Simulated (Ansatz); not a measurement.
# G0W0 on several functionals: GaP (F-43m)

Aim: G0W0 for GaP (F-43m) on several starting functionals, at one mesh, band count and screening cutoff.

Main program and level: Ansatz 0.2.0; G0W0 on several functionals, plane waves, PAW.

In doubt: masses and optical values from hybrid runs of this build are listed as unsure (step 4), which bears on the screening that GW takes from such a start.

### Step 1. Starting point

It takes space group F-43m (No. 216, cubic). Conventional cell: a = 5.451 Å, b = 5.451 Å, c = 5.451 Å, α = 90.00°, β = 90.00°, γ = 90.00°. Nearest to Ga lie 4 P at 2.36 Å. P has 4 Ga at 2.36 Å nearest. Farther neighbours are not listed.

The cell and positions come from the Crystallography Open Database and are kept as given unless a step says otherwise. The default PAW set here is soft_2. Its files were made with PBE.

### Step 2. G0W0 on LDA

G0W0 replaces the xc potential by the self-energy, built once from these orbitals. Only a window of levels is corrected, while the sums run over the empty bands that the input names.

This step: G0W0 on LDA, plane waves, PAW.

input.yaml

```yaml
crystal:
  lattice:
    - [0.0, 2.72525, 2.72525]
    - [2.72525, 0.0, 2.72525]
    - [2.72525, 2.72525, 0.0]
  atoms:
    - { symbol: Ga, position: [0.0, 0.0, 0.0] }
    - { symbol: P, position: [0.25, 0.25, 0.25] }
kpoints:
  mp_grid: { grid: [6, 6, 6] }
hamiltonian:
  xc: lda
scf:
  occupations: { method: fixed }
gw:
  n_empty_bands: 120
  ecut_chi: 120
  qp_bands: [v2, c2]
  qp_kpoints: band_edges
  screening: { model: contour_deformation }
```

Started as:

```bash
> ansatz run input.yaml --threads 3 --pin off --max-ram 64512MiB --backend cuda --events-out ev --progress --plain --runs-dir out --devices 1 --max-vram 24GiB  # rebuilt from the run's record
```

Numbers of over 12 decimals in the logs are rounded to 6 here.

What it wrote:

```text
GPUs: using 1 of 1 available (devices: 1).
Engine: ansatz 0.2.0, x86_64-unknown-linux-gnu
Pseudopotentials: kind: paw
Pseudopotential: Ga, paw, valence charge 13, recommended cutoff 420 eV (normal), Ga.paw.azcp
Pseudopotential: P, paw, valence charge 5, recommended cutoff 420 eV (normal), P.paw.azcp
Functional definition: SPW92
  exchange = slater_x
  correlation = pw_c
device memory: the entry about to start is reckoned to put 0.4 GiB on a device that reports 70.8 GiB free (of which the cap on the GPU budget leaves the run 24.0 GiB)
GPU FFT provider: cuFFT
GPU libraries: cuBLAS 13.8.2, cuFFT 12.4.0, cuSOLVER 12.3.4
Crystal: 2 atoms, lattice volume = 40.481 Å³
Basis set: ecut = 420 eV, 749 PW (Γ)
Bands: 13, of which v1, the nominal top of the filled ones, is band 9 counted from 1 (8 counted from 0)
Symmetry: 24 space group operations
Space group: F-43m (ITA 216), of the structure as read, at distance tolerance 3.4e-5 Å
k-points: 16 of 216 (time reversal used)
Non-local potential: Ga, projectors of the file, l = 0: 2, l = 1: 2, l = 2: 3, l = 3: 1
Non-local potential: P, projectors of the file, l = 0: 2, l = 1: 2, l = 2: 2
PAW form: soft (Blöchl's): semilocal exchange-correlation on the pseudo side does not see the compensation charge
PAW frozen core: Ga, regenerated for the run's functional, and the local potential with it (the file was generated under x = pbe(κ = 0.804, μ = 0.219515), c = pbe(β = 0.066725))
PAW frozen core: P, regenerated for the run's functional, and the local potential with it (the file was generated under x = pbe(κ = 0.804, μ = 0.219515), c = pbe(β = 0.066725))
PAW one-centre angular grid: Ga, 590 points (default); XC on 64 Gauss nodes
PAW one-centre angular grid: P, 110 points (default); XC on 64 Gauss nodes
Initial density: superposition of atomic densities (neutral atoms: chi_scale 0, normalization atom), corrected by the library's trained network
Initial wavefunctions: pseudopotential atomic-orbital guess
GPU buffer pool allocated for 19683 grid points (all kernels)
GPU transforms: local potential and band sums: pruned to the plane-wave sphere, on 25×25×25
Functional: x = slater, c = lda
SCF iter   1: F=—  HF=-4433.744214 eV  |F-HF|=—  |Δ(HF+E_count)|=         —  Δρ=6.00e-3  dr2=1.48e-2  ethr=1.77e-3  ⟨swp⟩=4.9  Hψ=1116  notcnv=0  defer=27
preconditioner: auto → none  [insulator: Δε(μ)=1.435 eV  Ē_g=15.498 eV  n_scr=14 (ndim 8)  ℏωp=24.8 eV  f_vac=0.011  ε∞_Penn≈3.6]
SCF iter   2: F=—  HF=-4433.739058 eV  |F-HF|=—  |Δ(HF+E_count)|=   5.16e-3  Δρ=2.95e-3  dr2=1.53e-3  ethr=8.21e-5  ⟨swp⟩=2.9  Hψ=430  notcnv=0  defer=29
SCF iter   3: F=—  HF=-4433.738646 eV  |F-HF|=—  |Δ(HF+E_count)|=   4.12e-4  Δρ=9.33e-4  dr2=2.65e-4  ethr=8.52e-6  ⟨swp⟩=2.6  Hψ=403  notcnv=0  defer=30
SCF iter   4: F=—  HF=-4433.738548 eV  |F-HF|=—  |Δ(HF+E_count)|=   9.81e-5  Δρ=3.52e-4  dr2=2.28e-5  ethr=1.47e-6  ⟨swp⟩=2.0  Hψ=390  notcnv=0  defer=25
iter 5 did not close the SCF: its close was put off for the readings that it lacked (scf_convergence_deferred on its scf_iter line)
SCF iter   5: F=-4433.738545 eV  HF=-4433.738545 eV  |F-HF|=1.30e-8  |Δ(HF+E_count)|=   2.22e-6  Δρ=1.82e-5  dr2=9.46e-8  ethr=1.27e-7  ⟨swp⟩=2.6  Hψ=358  notcnv=0  defer=20
SCF iter   6: F=-4433.738545 eV  HF=-4433.738545 eV  |F-HF|=1.82e-9  |Δ(HF+E_count)|=   9.70e-9  Δρ=3.27e-6  dr2=3.69e-9  ethr=5.26e-10  ⟨swp⟩=5.1  Hψ=1159  notcnv=0
SCF 1 converged in 6 iterations: F = -4433.738545 eV  dr2 = 3.69e-9
  greatest PAW one-centre occupation: 0.994 electrons in one spin orbital (limit 2), on the Ga atom at site 0 (counted from 0), in its partial waves of l = 2
device memory: the entry about to start is reckoned to put 0.5 GiB on a device that reports 70.8 GiB free (of which the cap on the GPU budget leaves the run 24.0 GiB)
NSCF: frozen V_eff on 16 k-points, pencils in batches of 32, up to order 52
the band table was solved once the SCF had ended and its energy, with any forces and stress, was formed, with the checks that follow a solve (1240 applications of the Hamiltonian). They found nothing against the state; the energy, forces and stress were not computed again (output.eigenvalues in the input reference)
device memory: the entry about to start is reckoned to put 2.0 GiB on a device that reports 70.8 GiB free (of which the cap on the GPU budget leaves the run 24.0 GiB)
NSCF: frozen V_eff on 16 k-points
G₀W₀ screening: q 1/16
[... further progress lines ...]
device memory: the entry about to start is reckoned to put 0.3 GiB on a device that reports 70.7 GiB free (of which the cap on the GPU budget leaves the run 24.0 GiB)
NSCF: frozen V_eff on 1 k-points
device memory: the entry about to start is reckoned to put 0.3 GiB on a device that reports 70.7 GiB free (of which the cap on the GPU budget leaves the run 24.0 GiB)
NSCF: frozen V_eff on 1 k-points
SCF converged after 6 iterations
Free energy (F): -4433.738545 eV
Harris-Foulkes:  -4433.738545 eV  (|F-HF|=1.82e-9)
Internal energy: -4433.738545 eV  (E = F + TS)
E sigma→0 (E₀):  -4433.738545 eV
Fermi energy:    6.848016 eV
--- Per-component energies (eV) ---
  E_band       = -64.404472
  E_kinetic    = 186.696809
  E_local      = -2206.027569  (includes V_loc(G=0)·N_el)
  E_nonlocal   = 462.041017
  E_hartree    = 1017.480778
  E_xc         = -130.094115
  E_vxc        = -119.631427  (∫ρ·V_xc dr)
  E_paw        = -2453.036237  (= ΣΔE_a)
  E_vpaw       = -422.446184  (= ΣTr[D̂ρ^β])
  E_aug_tail   = -0.000117  (compensation charges beyond the density's cutoff)
  E_ewald      = -1312.644944
  E_core_change = 1.845831  (= ΣΔE_core)
  E_smearing   = -0.000000  (= −TS)
  E_closure    = -0.000000  (closes the sum)
  Σ components = -4433.738545   (vs F -4433.738545, Δ=0.00e0)
--- Band table (eV; the first three rows and the last of 16) ---
  k-point 0: bands = [... 5 lower, -5.6732, 6.8480, 6.8480, 6.8480, 8.4544, 10.6292, 10.6292, 10.6292]
  k-point 1: bands = [... 5 lower, -5.3171, 4.4042, 6.4703, 6.4703, 9.0909, 11.1818, 11.1818, 11.7258]
  k-point 2: bands = [... 5 lower, -4.3650, 1.5694, 5.9296, 5.9296, 8.5719, 11.5617, 11.5617, 14.2503]
  k-point 15: bands = [... 5 lower, -2.6005, 0.1418, 3.4274, 3.5340, 10.1911, 10.3706, 14.2598, 14.2846]
--- G₀W₀: contour deformation, 7 samples at zero and on the imaginary axis and 2 off it, 216 q-points, 120 empty bands' worth ---
  eigenvalues of the whole cell's RPA ε∞ on this k-mesh (on a slab, of 1 + 4πα/V) = 13.6143, 13.6143, 13.6143; static W/v taken at q = 0 is 0.073452
  bands read: the sum over 129 bands ends inside a degenerate multiplet in 1 slot, whose members it reads at an even weight; the widest, k=3: bands 129 to 130 (counted from 1) at 1/2 each
  gw.qp_kpoints: band_edges: 9 of 16 stored k-points solved, in 1 pass; an edge of the gap read off the rows below is read off those points alone
    valence top: of the k-points left out ik 8 came nearest to being solved in a further pass, in band 9 (counted from 1, as in the quasiparticle table): it holds the edge there only if its correction is more favourable than any solved in that band by at least 0.519 eV; those differ by 0.083 eV
    conduction bottom: of the k-points left out ik 11 came nearest to being solved in a further pass, in band 10 (counted from 1, as in the quasiparticle table): it holds the edge there only if its correction is more favourable than any solved in that band by at least 0.869 eV; those differ by 0.397 eV
    ik  band        ε_KS         Σx   Σc(E_QP)       V_xc       Z   E_QP_lin       E_QP  E_QP is
     0     8      6.8480   -17.0973     1.1456   -15.5989  0.7632     6.4939     6.4953  root
     0     9      6.8480   -17.0973     1.1456   -15.5989  0.7632     6.4939     6.4953  root
     0    10      8.4544   -10.9392    -4.1636   -15.7334  0.7756     9.0899     9.0850  root
     0    11     10.6292    -7.5227    -4.4380   -12.4040  0.7701    11.0756    11.0725  root
     1     8      6.4703   -16.7751     1.2344   -15.1816  0.7619     6.1097     6.1112  root
     1     9      6.4703   -16.7751     1.2344   -15.1816  0.7619     6.1097     6.1112  root
     1    10      9.0909    -9.5842    -4.1890   -14.3168  0.7746     9.6383     9.6344  root
     1    11     11.1818    -7.6581    -4.6169   -12.7185  0.7621    11.6289    11.6253  root
     2     8      5.9296   -16.5859     1.4457   -14.7589  0.7584     5.5464     5.5483  root
     2     9      5.9296   -16.5859     1.4457   -14.7589  0.7584     5.5464     5.5483  root
     2    10      8.5719    -9.3532    -4.0241   -13.8820  0.7795     9.0797     9.0766  root
     2    11     11.5617    -7.2698    -4.7308   -12.4154  0.7588    11.9797    11.9766  root
     3     8      5.7170   -16.5521     1.5375   -14.6234  0.7568     5.3237     5.3258  root
     3     9      5.7170   -16.5521     1.5375   -14.6234  0.7568     5.3237     5.3258  root
     3    10      8.3439    -9.4684    -3.9533   -13.9158  0.7806     8.8408     8.8380  root
     3    11     11.4672    -7.0537    -4.6740   -12.1202  0.7619    11.8627    11.8598  root
     4     8      5.8297   -16.3329     1.4211   -14.5345  0.7584     5.4504     5.4523  root
     4     9      5.8297   -16.3329     1.4211   -14.5345  0.7584     5.4504     5.4523  root
     4    10      9.4944    -7.9680    -4.1704   -12.5755  0.7765     9.9341     9.9314  root
     4    11     10.4769    -9.4395    -4.4551   -14.3750  0.7638    10.9612    10.9572  root
     6     8      4.2332   -15.9985     1.9199   -13.6988  0.7421     3.8504     3.8533  root
     6     9      5.2040   -16.2687     1.7018   -14.1602  0.7525     4.7948     4.7974  root
     6    10      9.4423    -8.6480    -4.1481   -13.2219  0.7755     9.8706     9.8681  root
     6    11     11.4017    -7.5368    -4.7300   -12.6713  0.7564    11.8093    11.8062  root
[...]
10     8      3.4890   -15.5232     2.3053   -12.7930  0.7281     3.0600     3.0642  root
    10     9      4.4438   -16.0423     2.0053   -13.6075  0.7435     4.0108     4.0143  root
    10    10      8.7537    -7.4733    -3.9379   -11.7268  0.7850     9.0705     9.0693  root
    10    11     10.2560    -7.7022    -4.3907   -12.4601  0.7697    10.6254    10.6231  root
    12     8      4.1370   -15.9714     2.1314   -13.4040  0.7393     3.6970     3.7010  root
    12     9      4.1370   -15.9714     2.1314   -13.4040  0.7393     3.6970     3.7010  root
    12    10      8.3393    -6.9520    -3.8068   -10.9927  0.7905     8.5738     8.5731  root
    12    11      8.5213    -7.9372    -3.9197   -12.2209  0.7830     8.8869     8.8853  root
```

Elapsed: 10 s, on 1 × NVIDIA H100 80GB HBM3 (shared by 3 runs) with 3 threads of AMD EPYC 7R13 (Zen 3), shared host; peak memory 1.1 GiB.

Reading the cycles: dr2 is the Hartree energy of the density residual (eV), the measure of convergence; HF is the Harris–Foulkes estimate of the energy, which meets the free energy F at convergence.

Numbers from this step:

* bands summed: 129
* RPA ε∞ on this mesh (eigenvalues): 13.61, 13.61, 13.61
* plane waves in the screening matrix: 113
* q-points in the mesh: 216
* G0W0 gap on the mesh: 2.078 eV
* k of the valence top: 0, 0, 0
* k of the conduction bottom: 0, -0.5, -0.5
* starting gap on the mesh: 1.491 eV
* Z at the valence top: 0.7632
* Z at the conduction bottom: 0.7905
* least direct G0W0 gap on the computed points: 2.590 eV

The gap on the mesh goes from 1.49 eV to 2.08 eV, a correction of +0.59 eV. Between the two edge states, bare exchange in place of the xc potential would open the gap by 5.54 eV, and correlation takes back 4.95 eV.

### Step 3. G0W0 on PBE

One-shot GW remembers its start. Another functional's orbitals and levels show by how much.

This step: G0W0 on PBE, plane waves, PAW.

input.yaml: that of step 2 with these lines changed.

```diff
@@ -11,3 +11,3 @@
 hamiltonian:
-  xc: lda
+  xc: pbe
 scf:
```

What it wrote:

```text
GPUs: using 1 of 1 available (devices: 1).
[...]
GPU FFT provider: cuFFT
GPU libraries: cuBLAS 13.8.2, cuFFT 12.4.0, cuSOLVER 12.3.4
Crystal: 2 atoms, lattice volume = 40.481 Å³
Basis set: ecut = 420 eV, 749 PW (Γ)
Bands: 13, of which v1, the nominal top of the filled ones, is band 9 counted from 1 (8 counted from 0)
[... 1 set-up line as in the run before ...]
[...]
k-points: 16 of 216 (time reversal used)
[...]
GPU buffer pool allocated for 19683 grid points (all kernels)
[...]
SCF iter   1: F=—  HF=-4539.535097 eV  |F-HF|=—  |Δ(HF+E_count)|=         —  Δρ=1.41e-3  dr2=8.77e-4  ethr=1.77e-3  ⟨swp⟩=4.9  Hψ=1113  notcnv=0  defer=27
[...]
SCF iter   7: F=-4539.534179 eV  HF=-4539.534179 eV  |F-HF|=5.06e-9  |Δ(HF+E_count)|=   8.47e-9  Δρ=5.15e-6  dr2=4.73e-9  ethr=5.56e-10  ⟨swp⟩=6.5  Hψ=977  notcnv=0
SCF 1 converged in 7 iterations: F = -4539.534179 eV  dr2 = 4.73e-9
[...]
NSCF: frozen V_eff on 16 k-points, pencils in batches of 32, up to order 52
[...]
NSCF: frozen V_eff on 16 k-points
G₀W₀ screening: q 1/16
[... further progress lines ...]
[...]
SCF converged after 7 iterations
Free energy (F): -4539.534179 eV
[...]
Internal energy: -4539.534179 eV  (E = F + TS)
E sigma→0 (E₀):  -4539.534179 eV
Fermi energy:    7.092276 eV
[...]
--- Band table (eV; the first three rows and the last of 16) ---
  k-point 0: bands = [... 5 lower, -5.4013, 7.0923, 7.0923, 7.0923, 8.9192, 10.9731, 10.9731, 10.9731]
  k-point 1: bands = [... 5 lower, -5.0450, 4.7047, 6.7210, 6.7210, 9.5048, 11.5213, 11.5213, 12.1169]
  k-point 2: bands = [... 5 lower, -4.0976, 1.8834, 6.1848, 6.1848, 8.9896, 11.8980, 11.8980, 14.6886]
  k-point 15: bands = [... 5 lower, -2.3653, 0.4835, 3.7157, 3.8281, 10.5677, 10.7368, 14.6373, 14.6610]
[...]
0     8      7.0923   -17.1451     1.2318   -15.3974  0.7655     6.5735     6.5764  root
     0     9      7.0923   -17.1451     1.2318   -15.3974  0.7655     6.5735     6.5764  root
     0    10      8.9192   -10.7830    -4.1215   -15.2486  0.7783     9.2646     9.2633  root
     0    11     10.9731    -7.4617    -4.3468   -12.0235  0.7731    11.1888    11.1881  root
     1     8      6.7210   -16.8281     1.3210   -14.9763  0.7642     6.1868     6.1901  root
     1     9      6.7210   -16.8281     1.3210   -14.9763  0.7642     6.1868     6.1901  root
     1    10      9.5048    -9.4840    -4.1323   -13.9025  0.7772     9.7919     9.7910  root
     1    11     11.5213    -7.5906    -4.5204   -12.3376  0.7660    11.7487    11.7479  root
[...]
12     8      4.4071   -16.0064     2.2095   -13.1652  0.7421     3.7677     3.7755  root
    12     9      4.4071   -16.0064     2.2095   -13.1652  0.7421     3.7677     3.7755  root
    12    10      8.7432    -6.9016    -3.7351   -10.5886  0.7928     8.6952     8.6952  root
    12    11      8.9127    -7.9321    -3.8481   -11.8951  0.7851     9.0277     9.0275  root
```

It took 7.8 s on 1 × NVIDIA H100 80GB HBM3 (shared by 3 runs) with 3 threads; peak memory 1.1 GiB; 11 s of CPU time.

Numbers from this step:

```yaml
bands_summed: 129
rpa_eps_infinity_on_this_mesh_eigenvalues: 12.17, 12.17, 12.17
plane_waves_in_the_screening_matrix: 113
q_points_in_the_mesh: 216
g0w0_gap_on_the_mesh: 2.119 eV
k_of_the_valence_top: 0, 0, 0
k_of_the_conduction_bottom: 0, -0.5, -0.5
starting_gap_on_the_mesh: 1.651 eV
z_at_the_valence_top: 0.7655
z_at_the_conduction_bottom: 0.7928
least_direct_g0w0_gap_on_the_computed_points: 2.687 eV
```

Against the run with 6×6×6 mesh, 120 empty bands, screening to 120 eV on LDA, the gap moves by +0.04 eV, while the start moved by +0.16 eV.

### Step 4. G0W0 on HSE06

This step: G0W0 on HSE06, plane waves, PAW.

input.yaml: that of step 3 with these lines changed.

```diff
@@ -11,3 +11,3 @@
 hamiltonian:
-  xc: pbe
+  xc: hse06
 scf:
```

What it wrote:

```text
GPUs: using 1 of 1 available (devices: 1).
[...]
davidson cushion auto → on  (no smearing: the cushion is to keep the highest requested band from converging to the state above it; pin scf.eigensolver.cushion to override)
[...]
GPU FFT provider: cuFFT
GPU libraries: cuBLAS 13.8.2, cuFFT 12.4.0, cuSOLVER 12.3.4
Crystal: 2 atoms, lattice volume = 40.481 Å³
Basis set: ecut = 420 eV, 749 PW (Γ)
[...]
1    10      9.9845    -9.0584    -4.0280   -13.1420  0.8011    10.0402    10.0402  root
     1    11     12.0077    -7.3676    -4.3043   -11.6707  0.7916    12.0066    12.0066  root
[...]
12     8      3.7256   -15.9954     2.0106   -13.7785  0.7704     3.5186     3.5192  root
    12     9      3.7256   -15.9954     2.0106   -13.7785  0.7704     3.5186     3.5192  root
    12    10      8.9419    -6.5831    -3.6359   -10.1126  0.8146     8.8355     8.8354  root
    12    11      9.2167    -7.5490    -3.7391   -11.2819  0.8089     9.2105     9.2105  root
[key lines of the parts left out:]
Free energy (F): -4540.599184 eV
Fermi energy:    6.652624 eV
```

Elapsed: 17 s, on 1 × NVIDIA H100 80GB HBM3 (shared by 3 runs) with 3 threads; peak memory 1.4 GiB; 25 s of CPU time.

Numbers from this step:

```
bands summed                                 : 129
RPA ε∞ on this mesh (eigenvalues)            : 8.516, 8.516, 8.516
plane waves in the screening matrix          : 113
G0W0 gap on the mesh                         : 2.415 eV
k of the valence top                         : 0, 0, 0
k of the conduction bottom                   : 0, -0.5, -0.5
starting gap on the mesh                     : 2.289 eV
least direct G0W0 gap on the computed points : 3.109 eV
```

Against the run with 6×6×6 mesh, 120 empty bands, screening to 120 eV on PBE, the gap moves by +0.30 eV, while the start moved by +0.64 eV.

### Step 5. The starts together

All on the 6×6×6 mesh with 120 empty bands and screening to 120 eV. Times are wall times on 1 × NVIDIA H100 80GB HBM3 (shared by 3 runs) with 3 threads of AMD EPYC 7R13 (Zen 3), shared host, good to a factor of about two.

```csv
start,starting gap (eV),shift (eV),G0W0 gap (eV),RPA ε∞ (harmonic mean),"Z (valence, conduction)",time
LDA,1.49,+0.59,2.08,13.61,"0.76, 0.79",10 s
PBE,1.65,+0.47,2.12,12.17,"0.77, 0.79",7.8 s
HSE06,2.29,+0.13,2.41,8.52,"0.79, 0.81",17 s
```

How the two edges are built up, in eV (the quasiparticle level is the starting level plus Σx plus Σc less Vxc):

```csv
run,edge,start,Σx,Σc,Vxc,Z,QP
LDA,valence top,6.85,-17.10,1.15,-15.60,0.76,6.50
LDA,conduction bottom,8.34,-6.95,-3.81,-10.99,0.79,8.57
PBE,valence top,7.09,-17.15,1.23,-15.40,0.77,6.58
PBE,conduction bottom,8.74,-6.90,-3.74,-10.59,0.79,8.70
HSE06,valence top,6.65,-17.04,1.18,-15.63,0.79,6.42
HSE06,conduction bottom,8.94,-6.58,-3.64,-10.11,0.81,8.84
```

For a hybrid start, Vxc holds its share of exact exchange.

### Step 6. What came out

```
G0W0@LDA     : 2.08 eV (start 1.49 eV)
G0W0@PBE     : 2.12 eV (start 1.65 eV)
G0W0@HSE06   : 2.41 eV (start 2.29 eV)
known limits : not at the basis limit; no spin-orbit coupling
```

In words: The starting gaps span 0.80 eV and the G0W0 gaps 0.34 eV. Between LDA and HSE06, 0.34 eV of the 0.80 eV survives, 42 %. HSE06 screens less than LDA (ε∞ 8.52 against 13.61). Of the 0.34 eV by which its G0W0 gap is higher, the correlation part gives +0.14 eV, and exchange with the one-particle terms, which follow the orbitals, +0.20 eV. The smallest correction, +0.13 eV, is on HSE06, the start nearest to reproducing itself. Bands and cutoff are finite, so the gap is not at the basis limit. The miss can reach some tenths of an eV and take either sign; the mesh is an error of its own. The many-body steps are scalar-relativistic: spin-orbit coupling is not in them.

[Paths, hosts, dates, memory and timing lines, banners, echoed tables and standing remarks are left out of the program output.]

[Logs are printed without paths, hosts, clocks, repeated set-up lines and the standing remarks that a program may print on its own settings, such as how far it seeks lower states.]

[Runs of the session that timed out or met a known fault of the program may be left out.]

[Cells called generated may have been cut or substituted from an entry of the Crystallography Open Database or the Materials Project.]

[Hosts, paths, dates, database ids (printed as entryN), source tags and the programs' standing remarks are cut or masked in the printed files.]
